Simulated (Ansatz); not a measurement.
**YCdPt, from a guessed structure to a relaxed one**

Starting from a made-up structure for YCdPt, the aim is the relaxed cell, its shortest contacts and, where a second run follows, its electronic structure.

Method: DFT, PBEsol, plane-wave PAW, files of the set soft_1, scalar-relativistic, no spin, cell and ions relaxed at zero pressure; PAW set soft_1, in Ansatz 0.2.0.

## Step 1: The structure

It takes space group P6_3mc (No. 186, hexagonal). The conventional cell has a = 4.437 Å, b = 4.437 Å, c = 7.198 Å, α = 90.00°, β = 90.00°, γ = 120.00°. Nearest to Pt lie 4 Cd at 2.66 to 2.90 Å and 3 Y at 3.04 Å. Nearest to Cd lie 4 Pt at 2.66 to 2.90 Å and 3 Y at 2.85 Å. Nearest to Y lie 3 Cd at 2.85 Å and 3 Pt at 3.04 Å. Farther neighbours are not listed.

## Step 2: Relaxing cell and atoms

The guess takes its coordinates from another compound and its volume from a rule, so the cell and any free coordinates are relaxed together.

Input file input.yaml:

```yaml
crystal:
  lattice:
    - [4.437, 0.0, 0.0]
    - [-2.2185, 3.842554717, 0.0]
    - [0.0, 0.0, 7.198]
  atoms:
    - { symbol: Pt, position: [0.333333333, 0.666666667, 0.2278] }
    - { symbol: Pt, position: [0.666666667, 0.333333333, 0.7278] }
    - { symbol: Cd, position: [0.666666667, 0.333333333, 0.3249] }
    - { symbol: Cd, position: [0.333333333, 0.666666667, 0.8249] }
    - { symbol: "Y", position: [0.0, 0.0, 0.0] }
    - { symbol: "Y", position: [0.0, 0.0, 0.5] }
kpoints:
  mp_grid: { grid: [7, 7, 4] }
scf:
  occupations: { method: fermi_dirac, width: 0.05 }
hamiltonian:
  xc: pbesol
  pseudopotentials: { kind: paw, azcp: { folder: soft_1 }, xc_functional: pbe }
relax:
  f_tol: 0.015
  max_steps: 70
  cell: {}
output:
  forces: true
  stress: true
```

The run is started by

```console
ansatz run input.yaml --threads 4 --pin off --max-ram 10240MiB --backend cpu --events-out ev --progress --plain --runs-dir out
```

Numbers of over 12 decimals in the logs are rounded to 6 here.

The program printed:

```text
Engine: ansatz 0.2.0, aarch64-unknown-linux-gnu
Pseudopotentials: kind: paw
Pseudopotential: Pt, paw, valence charge 18, recommended cutoff 420 eV (normal), soft_1/Pt.paw.azcp
Pseudopotential: Cd, paw, valence charge 20, recommended cutoff 420 eV (normal), soft_1/Cd.paw.azcp
Pseudopotential: Y, paw, valence charge 11, recommended cutoff 420 eV (normal), soft_1/Y.paw.azcp
Functional definition: PBEsol
  exchange = pbesol_x
  correlation = pbesol_c
Crystal: 6 atoms, lattice volume = 122.722 Å³
Basis set: ecut = 420 eV, 2359 PW (Γ), exchange–correlation on 60×60×100 points (8 copies of the dense FFT grid, shifted against one another)
Bands: 59, of which v1, the nominal top of the filled ones, is band 49 counted from 1 (48 counted from 0)
Symmetry: 12 space group operations
Space group: P63mc (ITA 186), of the structure as read, at distance tolerance 5.0e-5 Å
k-points: 24 of 196 (time reversal used)
Non-local potential: Pt, projectors of the file, l = 0: 3, l = 1: 2, l = 2: 2, l = 3: 1
Non-local potential: Cd, projectors of the file, l = 0: 3, l = 1: 2, l = 2: 2, l = 3: 1
Non-local potential: Y, projectors of the file, l = 0: 3, l = 1: 2, l = 2: 2, l = 3: 1
PAW form: soft (Blöchl's): semilocal exchange-correlation on the pseudo side does not see the compensation charge
PAW frozen core: Pt, regenerated for the run's functional, and the local potential with it (the file was generated under x = pbe(κ = 0.804, μ = 0.219515), c = pbe(β = 0.066725))
PAW frozen core: Cd, regenerated for the run's functional, and the local potential with it (the file was generated under x = pbe(κ = 0.804, μ = 0.219515), c = pbe(β = 0.066725))
PAW frozen core: Y, regenerated for the run's functional, and the local potential with it (the file was generated under x = pbe(κ = 0.804, μ = 0.219515), c = pbe(β = 0.066725))
PAW one-centre angular grid: Pt, 590 points (default); XC on 64 Gauss nodes
PAW one-centre angular grid: Cd, 590 points (default); XC on 64 Gauss nodes
PAW one-centre angular grid: Y, 590 points (default); XC on 64 Gauss nodes
Initial density: superposition of atomic densities (chi_scale 0.1, normalization cell, long waves kept (reshape's long-wave potential 0.00 eV rms))
Initial wavefunctions: pseudopotential atomic-orbital guess
Functional: x = pbesol(κ = 0.804, μ = 0.123457), c = pbesol(β = 0.046)
SCF iter   1: F=—  HF=-48744.522043 eV  |F-HF|=—  |Δ(HF+E_count)|=         —  Δρ=2.06e-1  dr2=1.04e2  ethr=3.10e-3  ⟨swp⟩=5.9  Hψ=4463  notcnv=0  defer=1
preconditioner: auto → Kerker (q_TF=auto, 2.628 Å⁻¹)  [metal: Δε(μ)=0.045 eV  Ē_g=10.947 eV  σ=0.050 eV  W_gap=0.22  n_scr=36 (ndim 8)  ℏωp=26.4 eV  f_vac=0.000  D(μ)=6.30/eV (n_scr^D=54)]
SCF iter   2: F=—  HF=-48736.009319 eV  |F-HF|=—  |Δ(HF+E_count)|=    8.51e0  Δρ=1.00e-1  dr2=2.60e1  ethr=3.10e-3  ⟨swp⟩=2.7  Hψ=2842  notcnv=0  defer=32
SCF iter   3: F=—  HF=-48733.008930 eV  |F-HF|=—  |Δ(HF+E_count)|=    3.00e0  Δρ=2.28e-2  dr2=1.66e0  ethr=3.10e-3  ⟨swp⟩=3.0  Hψ=2083  notcnv=0  defer=37
SCF iter   4: F=—  HF=-48732.671127 eV  |F-HF|=—  |Δ(HF+E_count)|=   3.38e-1  Δρ=5.08e-3  dr2=2.24e-2  ethr=1.69e-3  ⟨swp⟩=2.9  Hψ=2007  notcnv=0  defer=40
SCF iter   5: F=—  HF=-48732.670050 eV  |F-HF|=—  |Δ(HF+E_count)|=   1.08e-3  Δρ=2.17e-3  dr2=1.14e-2  ethr=2.29e-5  ⟨swp⟩=2.0  Hψ=2329  notcnv=0  defer=40
SCF iter   6: F=—  HF=-48732.666964 eV  |F-HF|=—  |Δ(HF+E_count)|=   3.09e-3  Δρ=7.48e-4  dr2=1.04e-3  ethr=1.16e-5  ⟨swp⟩=2.0  Hψ=2048  notcnv=0  defer=40
SCF iter   7: F=—  HF=-48732.666671 eV  |F-HF|=—  |Δ(HF+E_count)|=   2.94e-4  Δρ=1.61e-4  dr2=2.59e-5  ethr=1.06e-6  ⟨swp⟩=2.1  Hψ=2256  notcnv=0  defer=40
SCF iter   8: F=—  HF=-48732.666643 eV  |F-HF|=—  |Δ(HF+E_count)|=   2.78e-5  Δρ=2.73e-5  dr2=9.30e-7  ethr=2.64e-8  ⟨swp⟩=2.1  Hψ=2143  notcnv=0  defer=40
SCF iter   9: F=-48732.666643 eV  HF=-48732.666643 eV  |F-HF|=1.35e-8  |Δ(HF+E_count)|=   1.24e-7  Δρ=6.45e-6  dr2=6.27e-8  ethr=1.02e-10  ⟨swp⟩=4.0  Hψ=4606  notcnv=0
SCF 1 converged in 9 iterations: F = -48732.666643 eV  dr2 = 6.27e-8
  greatest PAW one-centre occupation: 1.000 electrons in one spin orbital (limit 2), on the Cd atom at site 3 (counted from 0), in its partial waves of l = 0
relax step   1: F+E_penalty+E_count = -48732.66664316 eV  Δ(F+E_penalty+E_count) = +0.000e0 eV  max|allowed force component| = 1.520e0 eV/Å  Δτ_max = 0.0000 Å  P = +7.152 GPa  Ω = 122.722 Å³  (9 SCF iters, dr2 threshold 1.00e-7 eV, accepted)
Crystal: 6 atoms, lattice volume = 131.102 Å³
Basis set: ecut = 420 eV, 2597 PW (Γ), exchange–correlation on 60×60×100 points (8 copies of the dense FFT grid, shifted against one another)
Initial density: handed on by an earlier stage of this run
Initial wavefunctions: those handed on with the density
iter 1 solved again at ethr=4.68e-4 eV; its pass at ethr=3.10e-3 eV (dr2=4.58e-1 eV) is discarded
SCF iter   1: F=—  HF=-48733.587225 eV  |F-HF|=—  |Δ(HF+E_count)|=         —  Δρ=1.39e-2  dr2=4.61e-1  ethr=4.68e-4  ⟨swp⟩=1.8  Hψ=6485  notcnv=0
preconditioner: auto → Kerker (q_TF=auto, 2.599 Å⁻¹)  [metal: Δε(μ)=0.018 eV  Ē_g=11.277 eV  σ=0.050 eV  W_gap=0.09  n_scr=34 (ndim 8)  ℏωp=25.5 eV  f_vac=0.000  D(μ)=5.17/eV (n_scr^D=36)]
SCF iter   2: F=—  HF=-48733.502273 eV  |F-HF|=—  |Δ(HF+E_count)|=   8.50e-2  Δρ=6.46e-3  dr2=8.19e-2  ethr=4.68e-4  ⟨swp⟩=2.0  Hψ=1898  notcnv=0
SCF iter   3: F=—  HF=-48733.482354 eV  |F-HF|=—  |Δ(HF+E_count)|=   1.99e-2  Δρ=2.87e-3  dr2=2.13e-2  ethr=8.36e-5  ⟨swp⟩=2.0  Hψ=1778  notcnv=0
SCF iter   4: F=—  HF=-48733.475886 eV  |F-HF|=—  |Δ(HF+E_count)|=   6.47e-3  Δρ=7.01e-4  dr2=7.38e-4  ethr=2.18e-5  ⟨swp⟩=2.2  Hψ=2176  notcnv=0
SCF iter   5: F=—  HF=-48733.475764 eV  |F-HF|=—  |Δ(HF+E_count)|=   1.22e-4  Δρ=3.12e-4  dr2=1.11e-4  ethr=7.53e-7  ⟨swp⟩=2.0  Hψ=2487  notcnv=0
SCF iter   6: F=—  HF=-48733.475765 eV  |F-HF|=—  |Δ(HF+E_count)|=   9.33e-7  Δρ=8.00e-5  dr2=7.07e-6  ethr=1.14e-7  ⟨swp⟩=2.0  Hψ=2398  notcnv=0
SCF iter   7: F=-48733.475765 eV  HF=-48733.475766 eV  |F-HF|=9.20e-8  |Δ(HF+E_count)|=   9.94e-7  Δρ=1.52e-5  dr2=3.56e-7  ethr=6.12e-10  ⟨swp⟩=2.5  Hψ=5142  notcnv=0
SCF 2 converged in 7 iterations: F = -48733.475765 eV  dr2 = 3.56e-7
  greatest PAW one-centre occupation: 1.000 electrons in one spin orbital (limit 2), on the Cd atom at site 2 (counted from 0), in its partial waves of l = 0
relax step   2: F+E_penalty+E_count = -48733.47576542 eV  Δ(F+E_penalty+E_count) = -8.091e-1 eV  max|allowed force component| = 2.592e-1 eV/Å  Δτ_max = 0.1959 Å  P = -1.816 GPa  Ω = 131.102 Å³  energy of the carried Pulay correction = -1.453e-3 eV  (7 SCF iters, dr2 threshold 6.00e-7 eV, accepted)
Crystal: 6 atoms, lattice volume = 127.579 Å³
Basis set: ecut = 420 eV, 2537 PW (Γ), exchange–correlation on 60×60×100 points (8 copies of the dense FFT grid, shifted against one another)
iter 1 solved again at ethr=1.09e-4 eV; its pass at ethr=3.10e-3 eV (dr2=1.07e-1 eV) is discarded
SCF iter   1: F=—  HF=-48733.561621 eV  |F-HF|=—  |Δ(HF+E_count)|=         —  Δρ=6.40e-3  dr2=1.05e-1  ethr=1.09e-4  ⟨swp⟩=2.0  Hψ=5898  notcnv=0
preconditioner: auto → Kerker (q_TF=auto, 2.611 Å⁻¹)  [metal: Δε(μ)=0.029 eV  Ē_g=11.188 eV  σ=0.050 eV  W_gap=0.14  n_scr=34 (ndim 8)  ℏωp=25.9 eV  f_vac=0.000  D(μ)=5.35/eV (n_scr^D=42)]
SCF iter   2: F=—  HF=-48733.543950 eV  |F-HF|=—  |Δ(HF+E_count)|=   1.77e-2  Δρ=2.30e-3  dr2=9.95e-3  ethr=1.07e-4  ⟨swp⟩=2.0  Hψ=1900  notcnv=0
SCF iter   3: F=—  HF=-48733.541890 eV  |F-HF|=—  |Δ(HF+E_count)|=   2.06e-3  Δρ=1.16e-3  dr2=3.10e-3  ethr=1.02e-5  ⟨swp⟩=1.6  Hψ=1471  notcnv=0
SCF iter   4: F=—  HF=-48733.540981 eV  |F-HF|=—  |Δ(HF+E_count)|=   9.09e-4  Δρ=2.14e-4  dr2=1.03e-4  ethr=3.16e-6  ⟨swp⟩=2.0  Hψ=1775  notcnv=0
SCF iter   5: F=—  HF=-48733.540980 eV  |F-HF|=—  |Δ(HF+E_count)|=   6.69e-7  Δρ=1.12e-4  dr2=1.29e-5  ethr=1.05e-7  ⟨swp⟩=2.0  Hψ=2015  notcnv=0
SCF iter   6: F=—  HF=-48733.540976 eV  |F-HF|=—  |Δ(HF+E_count)|=   4.48e-6  Δρ=2.34e-5  dr2=7.72e-7  ethr=1.31e-8  ⟨swp⟩=2.0  Hψ=2386  notcnv=0
SCF iter   7: F=-48733.540976 eV  HF=-48733.540976 eV  |F-HF|=6.69e-9  |Δ(HF+E_count)|=   1.38e-8  Δρ=6.51e-6  dr2=5.67e-8  ethr=6.12e-10  ⟨swp⟩=4.0  Hψ=4168  notcnv=0
SCF 3 converged in 7 iterations: F = -48733.540976 eV  dr2 = 5.67e-8
relax step   3: F+E_penalty+E_count = -48733.54097587 eV  Δ(F+E_penalty+E_count) = -6.521e-2 eV  max|allowed force component| = 2.481e-1 eV/Å  Δτ_max = 0.0459 Å  P = +0.049 GPa  Ω = 127.579 Å³  energy of the carried Pulay correction = -8.538e-4 eV  (7 SCF iters, dr2 threshold 6.00e-7 eV, accepted)
[...]
relax step   4: F+E_penalty+E_count = -48733.60116444 eV  Δ(F+E_penalty+E_count) = -6.019e-2 eV  max|allowed force component| = 2.739e-1 eV/Å  Δτ_max = 0.0793 Å  P = +0.694 GPa  Ω = 124.591 Å³  energy of the carried Pulay correction = -3.326e-4 eV  (7 SCF iters, dr2 threshold 6.00e-7 eV, accepted)
[...]
relax step   5: F+E_penalty+E_count = -48733.66174883 eV  Δ(F+E_penalty+E_count) = -6.058e-2 eV  max|allowed force component| = 1.406e-2 eV/Å  Δτ_max = 0.2000 Å  P = +0.829 GPa  Ω = 123.347 Å³  energy of the carried Pulay correction = -1.118e-4 eV  (7 SCF iters, dr2 threshold 6.00e-7 eV, accepted)
[...]
relax step   6: F+E_penalty+E_count = -48733.66588689 eV  Δ(F+E_penalty+E_count) = -4.138e-3 eV  max|allowed force component| = 3.682e-3 eV/Å  Δτ_max = 0.0190 Å  P = -0.483 GPa  Ω = 124.337 Å³  energy of the carried Pulay correction = -2.876e-4 eV  (6 SCF iters, dr2 threshold 6.00e-7 eV, accepted)
[...]
relax step   7: F+E_penalty+E_count = -48733.66686962 eV  Δ(F+E_penalty+E_count) = -9.827e-4 eV  max|allowed force component| = 4.611e-4 eV/Å  Δτ_max = 0.0029 Å  P = -0.005 GPa  Ω = 123.834 Å³  energy of the carried Pulay correction = -1.986e-4 eV  (5 SCF iters, dr2 threshold 6.00e-7 eV, accepted)
Basis set: ecut = 420 eV, 2451 PW (Γ), exchange–correlation on 64×64×90 points (8 copies of the dense FFT grid, shifted against one another)
Initial wavefunctions: pseudopotential atomic-orbital guess (no wavefunctions were taken with the density)
iter 1 solved again at ethr=8.22e-8 eV; its pass at ethr=3.10e-3 eV (dr2=8.06e-5 eV) is discarded
SCF iter   1: F=—  HF=-48733.666614 eV  |F-HF|=—  |Δ(HF+E_count)|=         —  Δρ=7.87e-4  dr2=1.87e-5  ethr=8.22e-8  ⟨swp⟩=3.0  Hψ=7975  notcnv=0
preconditioner: auto → Kerker (q_TF=auto, 2.624 Å⁻¹)  [metal: Δε(μ)=0.030 eV  Ē_g=11.284 eV  σ=0.050 eV  W_gap=0.15  n_scr=34 (ndim 8)  ℏωp=26.3 eV  f_vac=0.000  D(μ)=4.05/eV (n_scr^D=22)]
SCF iter   2: F=—  HF=-48733.666971 eV  |F-HF|=—  |Δ(HF+E_count)|=   3.58e-4  Δρ=4.00e-4  dr2=4.79e-6  ethr=1.90e-8  ⟨swp⟩=1.0  Hψ=1416  notcnv=0
SCF iter   3: F=—  HF=-48733.667110 eV  |F-HF|=—  |Δ(HF+E_count)|=   1.39e-4  Δρ=6.05e-6  dr2=2.00e-8  ethr=4.89e-9  ⟨swp⟩=1.0  Hψ=1416  notcnv=0
SCF iter   4: F=—  HF=-48733.667110 eV  |F-HF|=—  |Δ(HF+E_count)|=   1.99e-9  Δρ=1.72e-6  dr2=1.90e-9  ethr=2.04e-11  ⟨swp⟩=2.0  Hψ=2527  notcnv=0
SCF iter   5: F=—  HF=-48733.667110 eV  |F-HF|=—  |Δ(HF+E_count)|=  3.57e-10  Δρ=4.89e-7  dr2=3.14e-10  ethr=1.94e-12  ⟨swp⟩=2.5  Hψ=2011  notcnv=0
SCF iter   6: F=-48733.667110 eV  HF=-48733.667110 eV  |F-HF|=2.91e-11  |Δ(HF+E_count)|=  1.46e-11  Δρ=1.72e-7  dr2=5.81e-11  ethr=1.00e-12  ⟨swp⟩=4.0  Hψ=4420  notcnv=0
SCF 8 converged in 6 iterations: F = -48733.667110 eV  dr2 = 5.81e-11
relax step   8: F+E_penalty+E_count = -48733.66711024 eV  Δ(F+E_penalty+E_count) = -2.406e-4 eV  max|allowed force component| = 4.820e-4 eV/Å  Δτ_max = 0.0000 Å  P = -0.012 GPa  Ω = 123.834 Å³  stress off target by 1.31e-2 GPa  SCF on the basis re-selected at this cell (its energy is not comparable with the rows above)  (6 SCF iters)
basis re-selected at this cell: Δ(F+E_penalty+E_count) = -2.406e-4 eV, ΔP = -0.007 GPa vs the last step (what re-selecting the basis moved, of the pressure what is left beyond the Pulay correction that the steps carried, after the strain that the cell walked since its last selection, with what the two solves' SCF thresholds leave and, on support functions, any second-order correction that the steps lacked; it is no measure of the basis error at this ecutwfc). The dense FFT grid was sized anew with the basis: this SCF ran on 32×32×45 points, the steps before it on 30×30×50, so part of this shift can come from that change (see relax.cell in the input reference). [rest of the remark cut]
SCF converged after 6 iterations
Free energy (F): -48733.667110 eV
Harris-Foulkes:  -48733.667110 eV  (|F-HF|=2.91e-11)
Internal energy: -48733.634764 eV  (E = F + TS)
E sigma→0 (E₀):  -48733.650937 eV
Entropy (-TS):   -0.032346 eV (-5.391 meV/atom)
Fermi energy:    15.649574 eV
--- Per-component energies (eV) ---
  E_band       = -1358.340683
  E_kinetic    = 2713.760650
  E_local      = -11207.741031  (includes V_loc(G=0)·N_el)
  E_nonlocal   = 710.405843
  E_hartree    = 4800.901715
  E_xc         = -1133.603668
  E_vxc        = -1351.062820  (∫ρ·V_xc dr)
  E_paw        = -32273.674975  (= ΣΔE_a)
  E_vpaw       = -1825.509971  (= ΣTr[D̂ρ^β])
  E_aug_tail   = 0.002851  (compensation charges beyond the density's cutoff)
  E_ewald      = -12345.241680
  E_core_change = 1.555531  (= ΣΔE_core)
  E_smearing   = -0.032346  (= −TS)
  E_closure    = 0.000000  (closes the sum)
  Σ components = -48733.667110   (vs F -48733.667110, Δ=0.00e0)
--- Forces (eV/Å), atoms counted from 1 ---
  atom   1  Pt    -0.00000000    -0.00000000     0.00048189
  atom   2  Pt    -0.00000000     0.00000000     0.00048189
  atom   3  Cd    -0.00000000     0.00000000    -0.00046993
  atom   4  Cd     0.00000000    -0.00000000    -0.00046993
  atom   5  Y      0.00000000    -0.00000000    -0.00001242
  atom   6  Y      0.00000000     0.00000000    -0.00001242
  max |Σ_I F_I| component: 9.01e-7 eV/Å
--- Stress (GPa, compression-positive) ---
       -0.013070      -0.000000       0.000000
        0.000000      -0.013070       0.000000
        0.000000       0.000000      -0.010034
  P = ⅓ Tr σ = -0.0121 GPa (-0.121 kbar)
--- Relaxed structure (7 steps of the walk, 7 accepted, 1 SCFs on fresh bases) ---
  F+E_penalty+E_count = -48733.66711024 eV   max|allowed force component| = 4.820e-4 eV/Å   (the final SCF, on the basis selected at the relaxed cell)
  cell:  # Å, volume = 123.8344 Å³
    - [4.673576, 0, -9.15908653922086e-18]
    - [-2.336788, 4.047435, 4.57954326961043e-18]
    - [-1.485848656880953e-17, 0, 6.546544]
  atoms:
    - { symbol: Pt, position: [0.333333, 0.666667, 0.267463] }
    - { symbol: Pt, position: [0.666667, 0.333333, 0.767463] }
    - { symbol: Cd, position: [0.666667, 0.333333, 0.267650] }
    - { symbol: Cd, position: [0.333333, 0.666667, 0.767650] }
    - { symbol: Y, position: [1.5837145964760193e-18, 0, 0.017586] }
    - { symbol: Y, position: [1.583714596476018e-18, 0, 0.517586] }
```

It took 33 s on 4 threads of Arm Neoverse V1, shared host; peak memory 0.54 GiB.

The steps of the relaxation:

| step | energy less that of the first step (eV) | largest force component (eV/Å) | pressure (GPa) | volume (Å³) |
| --- | --- | --- | --- | --- |
| 1 | 0.0000 | 1.5200 | 7.15 | 122.72 |
| 2 | -0.8091 | 0.2592 | -1.82 | 131.10 |
| 3 | -0.8743 | 0.2481 | 0.05 | 127.58 |
| 4 | -0.9345 | 0.2739 | 0.69 | 124.59 |
| 5 | -0.9951 | 0.0141 | 0.83 | 123.35 |
| 6 | -0.9992 | 0.0037 | -0.48 | 124.34 |
| 7 | -1.0002 | 0.0005 | 0.00 | 123.83 |
| 8* | -1.0005 | 0.0005 | -0.01 | 123.83 |

Relaxation steps marked * repeat the geometry before them on a plane-wave basis chosen anew for their cell, so energy and pressure can jump there.

The run keeps the 12 symmetry operations that it works with, so distortions that break them were not tested.

| conventional cell, symmetrised | before | after | change |
| --- | --- | --- | --- |
| a (Å) | 4.437 | 4.674 | +5.3 % |
| b (Å) | 4.437 | 4.674 | +5.3 % |
| c (Å) | 7.198 | 6.547 | -9.1 % |
| volume (Å³/atom) | 20.45 | 20.64 | +0.9 % |

The atoms that moved most (Å, as changes of fractional coordinates times the final cell):

| atom | dx | dy | dz | length |
| --- | --- | --- | --- | --- |
| Cd3 | 0.000 | 0.000 | -0.375 | 0.375 |
| Cd4 | 0.000 | 0.000 | -0.375 | 0.375 |
| Pt2 | 0.000 | 0.000 | 0.260 | 0.260 |
| Pt1 | 0.000 | 0.000 | 0.260 | 0.260 |
| Y6 | 0.000 | 0.000 | 0.115 | 0.115 |
| Y5 | 0.000 | 0.000 | 0.115 | 0.115 |

The relaxed structure:

```
Pt Cd Y
1.0
     4.67358    0.00000    0.00000
    -2.33679    4.04744    0.00000
     0.00000    0.00000    6.54654
Pt Cd Y
2 2 2
Direct
  0.33333 0.66667 0.26746
  0.66667 0.33333 0.76746
  0.66667 0.33333 0.26765
  0.33333 0.66667 0.76765
  0.00000 0.00000 0.01759
  0.00000 0.00000 0.51759
```

This step gave:

```
free energy             : -48733.6671 eV
energy at zero smearing : -48733.6509 eV
smearing term TS        : 0.03235 eV
Fermi energy            : 15.65 eV
electrons               : 98
symmetry operations     : 12
pressure                : -0.01206 GPa
```

Shortest distances by pair of elements, guess and relaxed (not always the same contact):

| pair | guess (Å) | relaxed (Å) |
| --- | --- | --- |
| Cd–Pt | 2.655 | 2.698 |
| Pt–Y | 3.042 | 3.155 |
| Cd–Y | 2.855 | 3.156 |
| Y–Y | 3.599 | 3.273 |
| Pt–Pt | 4.418 | 4.242 |

The relaxation ends with a largest force component of 4.8e-4 eV/Å and a pressure of -0.01 GPa.

## Step 3: Results

```json
{"space group, relaxed": "P6_3/mmc", "conventional cell": "a = 4.674, b = 4.674, c = 6.547 Å; α = 90.0°, β = 90.0°, γ = 120.0°", "volume per atom": "20.64 Å³ (guess 20.45)"}
```

**Reading.** YCdPt relaxes to P6_3/mmc with a = 4.674, b = 4.674 and c = 6.547 Å. The guessed volume was near the relaxed one. The symmetry rose from P6_3mc to P6_3/mmc, so the distortion of the structure type doesn't survive with these elements. Mesh and cutoff weren't tested. A vector of the cell changed its length by 9 %, more than the volume shows. Spin-orbit coupling is left out, which can matter for elements this heavy. No dispersion term is used, so weakly bound directions may come out too long. The runs have no spin, and magnetism wasn't tested. Nothing here tests whether the compound is stable against decomposition.

[Logs are printed without paths, hosts, clocks, repeated set-up lines and the standing remarks that a program may print on its own settings, such as how far it seeks lower states.]

[Hosts, paths, dates, database ids (printed as entryN), source tags and the programs' standing remarks are cut or masked in the printed files.]
